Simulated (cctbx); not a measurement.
# Zn6Si3Bi2: precision against data quality

Space group P-62m (no. 189), a = 7.3310 Å, b = 7.3310 Å, c = 4.0050 Å, α = 90.00°, β = 90.00°, γ = 120.00°.

| atom | mult. | x | y | z | Ueq (Å²) |
| --- | --- | --- | --- | --- | --- |
| Bi1 | 2 | 2/3 | 1/3 | 0 | 0.0066 |
| Zn1 | 3 | 0 | 0.7089 | 1/2 | 0.0119 |
| Zn2 | 3 | 0 | 0.1879 | 0 | 0.0113 |
| Si1 | 3 | 0 | 0.3891 | 1/2 | 0.0143 |

The model was made for the exercise: a known structure type with other elements put in, its volume estimated, not relaxed; displacement parameters are assumed.

Five simulated data sets (cctbx; Ag Kα, λ = 0.56087 Å; 4 % proportional error) differ in resolution or exposure (noise floor 8 counts in the first three, 8 in the last two). Each is refined with the right model, isotropic at 1.1 Å and anisotropic otherwise. How do the figures of merit and the uncertainties move?

```csv
d min (Å),top counts,"⟨I/σ⟩ (unmerged, absences included)",unique,param. (scale apart),Rint,R1,GooF,largest s.u. xyz (fractional),s.u. U of Si1 (Å²),largest error (Å)
1.1,40000,20.9,69,7,0.031,0.0084,0.89,0.00074,0.0010,0.0051
0.84,40000,20.0,144,14,0.030,0.0098,0.88,0.00042,0.0013,0.0025
0.6,40000,18.1,365,14,0.033,0.0111,0.96,0.00025,0.0006,0.0023
0.75,300,1.8,199,14,0.326,0.0829,0.95,0.00488,0.0134,0.0102
0.75,3000,8.8,199,14,0.064,0.0211,0.95,0.00102,0.0029,0.0030
```

The number of reflections grows roughly as 1/d³: 69, 144 and 365 here. R1 follows the noise rather than the truth: at 300 counts it is 0.0829, at 3000 counts 0.0211, while GooF is 0.95 and 0.95: the weights 1/σ² carry the noise. The s.u. of U (U11 where anisotropic) for Si1 goes 0.0010, 0.0013, 0.0006 Å² with resolution and 0.0134, 0.0029 Å² with exposure.

Hardware for the 0.6 Å refinement: 0.42 s on 1 thread of Arm Neoverse V2, with other jobs on the host, peak memory 0.09 GiB.

[Logs are printed without paths, hosts, clocks, repeated set-up lines and the standing remarks that a program may print on its own settings, such as how far it seeks lower states.]
